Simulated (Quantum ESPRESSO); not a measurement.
# MgS (Niningerite): zone-centre phonons, part 2 of 2

Aim: the zone-centre modes of MgS (Niningerite).

Quantum ESPRESSO 7.5; DFT LDA, scalar-relativistic, plane waves, PseudoDojo norm-conserving pseudopotentials.

So far. Step 2 (A probe with smearing): A gap of 2.6 eV opens on this mesh, so the crystal is taken as an insulator; the start stands at -3.1 GPa. Step 4 (Ground state): The cell stands at -0.015 GPa, close enough for phonons. The relaxed cell has a = 5.132 Å (conventional setting).

## (5) Linear response at Γ

At q = 0 one unit cell holds all displacements; symmetry groups them into irreducible representations that are solved one by one. The response to a field gives ε∞ and the Born charges, which polar modes need.

ph.in reads:

```
phonons
&inputph
   prefix = 'x'
   outdir = './tmp'
   fildyn = 'g.dyn'
   tr2_ph = 1.0d-18
   epsil = .true.
/
0.000000000000 0.000000000000 0.000000000000
```

The run is started by

```sh
OMP_NUM_THREADS=1 mpirun -n 4 ph.x -nk 4 -in ph.in > ph.out
```

The log of the run:

```text
[banners, grids, parts of the stress and lines that vanish by symmetry left out]
[banner, memory and clock lines left out]
Program PHONON v.7.5

     ./tmp/x.save/

     IMPORTANT: XC functional enforced from input :
     Exchange-correlation= PW
                           (   1   4   0   0   0   0   0)
     Any further DFT definition will be discarded
     Please, verify this is what you really want

     G-vector sticks info

     Reading collected, re-writing distributed wavefunctions in ./tmp/

     Number and degeneracy of irreps per q-point
       N         xq(1)         xq(2)         xq(3)   N irreps
       1   0.000000000   0.000000000   0.000000000       2
        3   3

     Calculation of q =    0.0000000   0.0000000   0.0000000

     phonons

     bravais-lattice index     =            0
     lattice parameter (alat)  =       6.8581  a.u.
     unit-cell volume          =     228.0874 (a.u.)^3
     number of atoms/cell      =            2
     number of atomic types    =            2
     kinetic-energy cut-off    =      84.0000  Ry
     charge density cut-off    =     336.0000  Ry
     convergence threshold     =      1.0E-18
     beta                      =       0.7000
     number of iterations used =            4
     Exchange-correlation= PW
                           (   1   4   0   0   0   0   0)

     celldm(1)=    6.85813  celldm(2)=    0.00000  celldm(3)=    0.00000
     celldm(4)=    0.00000  celldm(5)=    0.00000  celldm(6)=    0.00000

     crystal axes: (cart. coord. in units of alat)
               a(1) = (  0.0000  0.7071  0.7071 )
               a(2) = (  0.7071  0.0000  0.7071 )
               a(3) = (  0.7071  0.7071  0.0000 )

     reciprocal axes: (cart. coord. in units 2 pi/alat)
               b(1) = ( -0.7071  0.7071  0.7071 )
               b(2) = (  0.7071 -0.7071  0.7071 )
               b(3) = (  0.7071  0.7071 -0.7071 )

     Atoms inside the unit cell:

     Cartesian axes

     site n.  atom      mass           positions (alat units)
        1  Mg     24.3050   tau(    1) = (    0.00000    0.00000    0.00000  )
        2  S      32.0600   tau(    2) = (    0.70711    0.70711    0.70711  )

     Computing dynamical matrix for
                    q = (   0.0000000   0.0000000   0.0000000 )

     49 Sym.Ops. (with q -> -q+G )

     G cutoff =  400.3045  (  23589 G-vectors)     FFT grid: ( 45, 45, 45)
     number of k points=    16
                       cart. coord. in units 2pi/alat
        k(    1) = (   0.0000000   0.0000000   0.0000000), wk =   0.0092593
        k(    2) = (   0.1178511   0.1178511  -0.1178511), wk =   0.0740741
        k(    3) = (   0.2357023   0.2357023  -0.2357023), wk =   0.0740741
        [... further k-points left out ...]

     PseudoPot. # 1 for Mg read from file:
     ./pseudo/Mg.upf
     Pseudo is Norm-conserving, Zval = 10.0
     Using radial grid of 1510 points,  4 beta functions with:
                l(1) =   0
                l(2) =   0
                l(3) =   1
                l(4) =   1

     PseudoPot. # 2 for S  read from file:
     ./pseudo/S.upf
     Pseudo is Norm-conserving + core correction, Zval =  6.0
     Using radial grid of 1132 points,  6 beta functions with:
                l(1) =   0
                l(2) =   0
                l(3) =   1
                l(4) =   1
                l(5) =   2
                l(6) =   2

     Mode symmetry, O_h (m-3m)  point group:

     Electric field:
     Dielectric constant
     Born effective charges as d Force / d E

     Atomic displacements:
     There are    2 irreducible representations

     Representation     1      3 modes -  To be done

     Representation     2      3 modes -  To be done

     Alpha used in Ewald sum =   2.8000

     Electric Fields Calculation

      iter #   1   av.it.:   6.8
      thresh= 1.000E-02 alpha_mix =  0.700 |ddv_scf|^2 =  1.791E-07

      iter #   2   av.it.:  12.2
      thresh= 4.232E-05 alpha_mix =  0.700 |ddv_scf|^2 =  2.163E-08

      iter #   3   av.it.:  12.0
      thresh= 1.471E-05 alpha_mix =  0.700 |ddv_scf|^2 =  7.944E-11

      iter #   4   av.it.:  12.4
      thresh= 8.913E-07 alpha_mix =  0.700 |ddv_scf|^2 =  6.141E-13

      iter #   5   av.it.:  12.2
      thresh= 7.836E-08 alpha_mix =  0.700 |ddv_scf|^2 =  1.492E-14

      iter #   6   av.it.:  12.4
      thresh= 1.222E-08 alpha_mix =  0.700 |ddv_scf|^2 =  2.206E-17

      iter #   7   av.it.:  13.1
      thresh= 4.696E-10 alpha_mix =  0.700 |ddv_scf|^2 =  2.674E-19

     End of electric fields calculation

          Dielectric constant in cartesian axis

          (       5.855341751      -0.000000000       0.000000000 )
          (       0.000000000       5.855341751       0.000000000 )
          (       0.000000000       0.000000000       5.855341751 )

          Effective charges (d Force / dE) in cartesian axis without acoustic sum rule applied (asr)

           atom    1  Mg    Mean Z*:        2.30051
      Ex  (        2.30051       -0.00000       -0.00000 )
      Ey  (       -0.00000        2.30051       -0.00000 )
      Ez  (       -0.00000       -0.00000        2.30051 )
           atom    2  S     Mean Z*:       -2.38301
      Ex  (       -2.38301        0.00000       -0.00000 )
      Ey  (        0.00000       -2.38301        0.00000 )
      Ez  (       -0.00000        0.00000       -2.38301 )

          Effective charges Sum: Mean:       -0.08250
             -0.08250       -0.00000       -0.00000
             -0.00000       -0.08250        0.00000
             -0.00000        0.00000       -0.08250

          Effective charges (d Force / dE) in cartesian axis with asr applied:
           atom    1  Mg    Mean Z*:        2.34176
      E*x (        2.34176       -0.00000        0.00000 )
      E*y (       -0.00000        2.34176       -0.00000 )
      E*z (        0.00000       -0.00000        2.34176 )
           atom    2  S     Mean Z*:       -2.34176
      E*x (       -2.34176        0.00000       -0.00000 )
      E*y (        0.00000       -2.34176        0.00000 )
      E*z (       -0.00000        0.00000       -2.34176 )

     Representation #   1 modes #   1   2   3

     Self-consistent Calculation

      iter #   1   av.it.:   6.6
      thresh= 1.000E-02 alpha_mix =  0.700 |ddv_scf|^2 =  1.191E-07

      iter #   2   av.it.:  12.4
      thresh= 3.451E-05 alpha_mix =  0.700 |ddv_scf|^2 =  1.280E-08

      iter #   3   av.it.:  12.2
      thresh= 1.131E-05 alpha_mix =  0.700 |ddv_scf|^2 =  1.365E-10

      iter #   4   av.it.:  12.1
      thresh= 1.168E-06 alpha_mix =  0.700 |ddv_scf|^2 =  2.698E-13

      iter #   5   av.it.:  12.8
      thresh= 5.195E-08 alpha_mix =  0.700 |ddv_scf|^2 =  6.588E-15

      iter #   6   av.it.:  12.8
      thresh= 8.117E-09 alpha_mix =  0.700 |ddv_scf|^2 =  1.371E-17

      iter #   7   av.it.:  13.0
      thresh= 3.702E-10 alpha_mix =  0.700 |ddv_scf|^2 =  2.151E-19

     End of self-consistent calculation

     Convergence has been achieved

     Representation #   2 modes #   4   5   6

     Self-consistent Calculation

      iter #   1   av.it.:   8.7
      thresh= 1.000E-02 alpha_mix =  0.700 |ddv_scf|^2 =  1.679E-06

      iter #   2   av.it.:  13.1
      thresh= 1.296E-04 alpha_mix =  0.700 |ddv_scf|^2 =  3.439E-08

      iter #   3   av.it.:  12.9
      thresh= 1.854E-05 alpha_mix =  0.700 |ddv_scf|^2 =  2.793E-09

      iter #   4   av.it.:  12.8
      thresh= 5.285E-06 alpha_mix =  0.700 |ddv_scf|^2 =  1.719E-11

      iter #   5   av.it.:  13.0
      thresh= 4.146E-07 alpha_mix =  0.700 |ddv_scf|^2 =  8.818E-14

      iter #   6   av.it.:  13.1
      thresh= 2.969E-08 alpha_mix =  0.700 |ddv_scf|^2 =  1.794E-16

      iter #   7   av.it.:  13.2
      thresh= 1.339E-09 alpha_mix =  0.700 |ddv_scf|^2 =  1.032E-17

      iter #   8   av.it.:  13.7
      thresh= 3.213E-10 alpha_mix =  0.700 |ddv_scf|^2 =  3.450E-21

     End of self-consistent calculation

     Convergence has been achieved

     Number of q in the star =    1
     List of q in the star:
          1   0.000000000   0.000000000   0.000000000

          Dielectric constant in cartesian axis

          (       5.855341751      -0.000000000       0.000000000 )
          (       0.000000000       5.855341751       0.000000000 )
          (       0.000000000       0.000000000       5.855341751 )

          Effective charges (d Force / dE) in cartesian axis without acoustic sum rule applied (asr)

           atom    1  Mg    Mean Z*:        2.30051
      Ex  (        2.30051       -0.00000       -0.00000 )
      Ey  (       -0.00000        2.30051       -0.00000 )
      Ez  (       -0.00000       -0.00000        2.30051 )
           atom    2  S     Mean Z*:       -2.38301
      Ex  (       -2.38301        0.00000       -0.00000 )
      Ey  (        0.00000       -2.38301        0.00000 )
      Ez  (       -0.00000        0.00000       -2.38301 )

          Effective charges Sum: Mean:       -0.08250
             -0.08250       -0.00000       -0.00000
             -0.00000       -0.08250        0.00000
             -0.00000        0.00000       -0.08250

          Effective charges (d Force / dE) in cartesian axis with asr applied:
           atom    1  Mg    Mean Z*:        2.34176
      E*x (        2.34176       -0.00000        0.00000 )
      E*y (       -0.00000        2.34176       -0.00000 )
      E*z (        0.00000       -0.00000        2.34176 )
           atom    2  S     Mean Z*:       -2.34176
      E*x (       -2.34176        0.00000       -0.00000 )
      E*y (        0.00000       -2.34176        0.00000 )
      E*z (       -0.00000        0.00000       -2.34176 )

     Diagonalizing the dynamical matrix

     q = (    0.000000000   0.000000000   0.000000000 )

 **************************************************************************
     freq (    1) =       0.080007 [THz] =       2.668754 [cm-1]
     freq (    2) =       0.080007 [THz] =       2.668754 [cm-1]
     freq (    3) =       0.080007 [THz] =       2.668754 [cm-1]
     freq (    4) =       7.524222 [THz] =     250.981045 [cm-1]
     freq (    5) =       7.524222 [THz] =     250.981045 [cm-1]
     freq (    6) =       7.524222 [THz] =     250.981045 [cm-1]
 **************************************************************************

     Mode symmetry, O_h (m-3m)  point group:

     freq (   1-   3) =          2.7  [cm-1]   --> T_1u G_15  G_4- I
     freq (   4-   6) =        251.0  [cm-1]   --> T_1u G_15  G_4- I
```

Elapsed: 3.3 min, on 4 MPI ranks of Intel Xeon at 2.50GHz (Skylake/Cascade Lake), shared host; 11 min of CPU time.

This step gave:

| Property | Result |
| --- | --- |
| miss of the charge sum rule | 0.08250 e |
| largest acoustic frequency at the zone centre before the sum rule | 2.67 cm⁻¹ |
| highest optical zone-centre mode (no LO-TO term) | 251.0 cm⁻¹ |
| lowest optical zone-centre mode | 251.0 cm⁻¹ |
| mean high-frequency dielectric constant | 5.855 |
| largest Born charge in size (third of the trace) | 2.383 e |

Born charge (rows field, columns displacement), before the sum rule (e), principal values of the symmetric part by kind of site:

| atom | atoms with these values | low | middle | high | mean |
| --- | --- | --- | --- | --- | --- |
| Mg1 | 1 | 2.30 | 2.30 | 2.30 | 2.30 |
| S2 | 1 | -2.38 | -2.38 | -2.38 | -2.38 |

In full for Mg1:

```
2.30 0.00 0.00
0.00 2.30 0.00
0.00 0.00 2.30
```

High-frequency dielectric tensor:

```
5.86 0.00 0.00
0.00 5.86 0.00
0.00 0.00 5.86
```

The acoustic modes at Γ come out as far as 2.7 cm⁻¹ from zero, where they should vanish, a small numerical error; the Born charges miss their sum rule by 0.083 e, too much: mesh or cutoff is short for the field response.

## (6) Zone-centre analysis

A rigid shift of the crystal must cost nothing, but grids and finite bases break this; the acoustic sum rule is imposed before the matrix is diagonalised again. With Born charges the intensities follow, and the static dielectric tensor.

dynmat.in reads:

```
&input
   fildyn = 'g.dyn'
   asr = 'simple'
   fileig = 'dynmat.eig'
   lperm = .true.
/
```

The run is started by

```sh
dynmat.x -in dynmat.in > dynmat.out
```

The log of the run:

```text
[banner, memory and clock lines left out]
Program DYNMAT v.7.5

     Reading Dynamical Matrix from file g.dyn
     ...Force constants read
     ...epsilon and Z* read
     A direction for q was not specified:TO-LO splitting will be absent

     Polarizability (A^3 units)
     multiply by 0.381906 for Clausius-Mossotti correction
        13.059144    0.000000    0.000000
        -0.000000   13.059144    0.000000
         0.000000    0.000000   13.059144

     IR activities are in (D/A)^2/amu units

# mode   [cm-1]    [THz]      IR
    1     -0.00   -0.0000    0.0000
    2     -0.00   -0.0000    0.0000
    3      0.00    0.0000    0.0000
    4    250.96    7.5236    9.1517
    5    250.96    7.5236    9.1517
    6    250.96    7.5236    9.1517

Electronic dielectric permittivity tensor (relative, adimensional)
         5.855342    0.000000    0.000000
        -0.000000    5.855342    0.000000
         0.000000    0.000000    5.855342

 ... with zone-center polar mode contributions
        15.024783    0.000000    0.000000
         0.000000   15.024783    0.000000
         0.000000    0.000000   15.024783
```

The job ended after 0.89 s (1 thread).

Read from the output:

* mean static dielectric constant: 15.02

Unit eigenvectors of the mass-weighted matrix after the sum rule; no LO-TO term. Modes at Γ, with each element's share of the kinetic energy:

| mode | frequency (cm⁻¹) | symmetry | Mg % | S % |
| --- | --- | --- | --- | --- |
| 1 | 0.0 | acoustic | 43 | 57 |
| 2 | 0.0 | acoustic | 43 | 57 |
| 3 | 0.0 | acoustic | 43 | 57 |
| 4 | 251.0 | T1u | 57 | 43 |
| 5 | 251.0 | T1u | 57 | 43 |
| 6 | 251.0 | T1u | 57 | 43 |

Displacements in mode 6 (251.0 cm⁻¹), the largest set to 1:
```
Mg1  0.00  0.00  1.00
S2   0.00  0.00 -0.76
```

Degenerate modes summed, no LO-TO term. Infrared lines, with heights relative to the strongest:

| position (cm⁻¹) | lines merged | label | IR intensity, relative |
| --- | --- | --- | --- |
| 251 | 3 | T1u | 100 |

Static dielectric tensor (ions relaxed, fixed cell):

```
15.02  0.00  0.00
 0.00 15.02  0.00
 0.00  0.00 15.02
```

The rule moves no optical mode by more than 0.1 cm⁻¹.

## (7) The LO-TO splitting (1 0 0)

A longitudinal polar mode sets up a macroscopic field that stiffens it; the term hangs on the direction from which q goes to zero.

dynmat.in reads:

```
&input
   fildyn = 'g.dyn'
   asr = 'simple'
   fileig = 'dynmat.eig'
   q(1) = 1.0
   q(2) = 0.0
   q(3) = 0.0
/
```

The run is started by

```sh
dynmat.x -in dynmat.in > dynmat.out
```

The log of the run:

```text
[banner, memory and clock lines left out]
Program DYNMAT v.7.5

     Reading Dynamical Matrix from file g.dyn
     ...Force constants read
     ...epsilon and Z* read

     Polarizability (A^3 units)
     multiply by 0.381906 for Clausius-Mossotti correction
        13.059144    0.000000    0.000000
        -0.000000   13.059144    0.000000
         0.000000    0.000000   13.059144

     IR activities are in (D/A)^2/amu units

# mode   [cm-1]    [THz]      IR
    1     -0.00   -0.0000    0.0000
    2      0.00    0.0000    0.0000
    3      0.00    0.0000    0.0000
    4    250.96    7.5236    9.1517
    5    250.96    7.5236    9.1517
    6    402.01   12.0518    9.1517
```

It took 0.96 s on 1 thread.

Read from the output:

| Item | Value |
| --- | --- |
| highest mode moved by the LO-TO term | 402.0 cm⁻¹ |

Zone-centre frequencies as printed; negative means imaginary. Modes:

| mode | frequency (cm⁻¹) |
| --- | --- |
| 1 | 0 |
| 2 | 0 |
| 3 | 0 |
| 4 | 251 |
| 5 | 251 |
| 6 | 402 |

The field moves one mode, from 251 to 402 cm⁻¹; the others stay.

## (8) What came out

```yaml
space_group_after_relaxation: Fm-3m
volume_per_atom: 16.9 Å³
gap_on_the_k_mesh: 2.64 eV
highest_optical_zone_centre_mode_no_lo_to_term: 251.0 cm⁻¹
highest_mode_moved_by_the_lo_to_term_probably_not_converged_in_the_k_mesh: 402.0 cm⁻¹
mean_high_frequency_dielectric_constant_probably_not_converged_in_the_k_mesh: 5.86
largest_born_charge_in_size_third_of_the_trace_probably_not_converged_in_the_k_mesh: 2.38 e
mean_static_dielectric_constant_probably_not_converged_in_the_k_mesh: 15.0
imaginary_optical_modes_at_the_zone_centre_no_q_mesh_in_this_session: none
```

In words: At the LDA level the optical modes of MgS (Niningerite) at the zone centre (no LO-TO term) lie at 251 cm⁻¹. Along the directions run, the highest mode that the macroscopic field moves lies at 402 cm⁻¹. Lattice motion raises the mean dielectric constant from 5.855 to 15.02. The Born charges miss their sum rule by 0.083 e, a sign that the k mesh or the cutoff is short for the field response. ε∞, the Born charges and what follows from them are probably not converged in the k mesh. The Lyddane-Sachs-Teller relation holds: (ωLO/ωTO)² is 2.57 and ε₀/ε∞ is 2.57. Left out of this account: PBE with PseudoDojo NC, since it is gradient-corrected and no frozen-mode check or second program bears its response out; PBEsol with PseudoDojo NC, since it is gradient-corrected and no frozen-mode check or second program bears its response out. What is said of the levels holds for those shown. These are harmonic frequencies at zero temperature: anharmonic shifts and linewidths and thermal expansion are left out.

[Host names and launcher messages were left out of these logs when they were recorded.]

[Logs are printed without paths, hosts, clocks, repeated set-up lines and the standing remarks that a program may print on its own settings, such as how far it seeks lower states.]

[Hosts, paths, dates, database ids (printed as entryN), source tags and the programs' standing remarks are cut or masked in the printed files.]
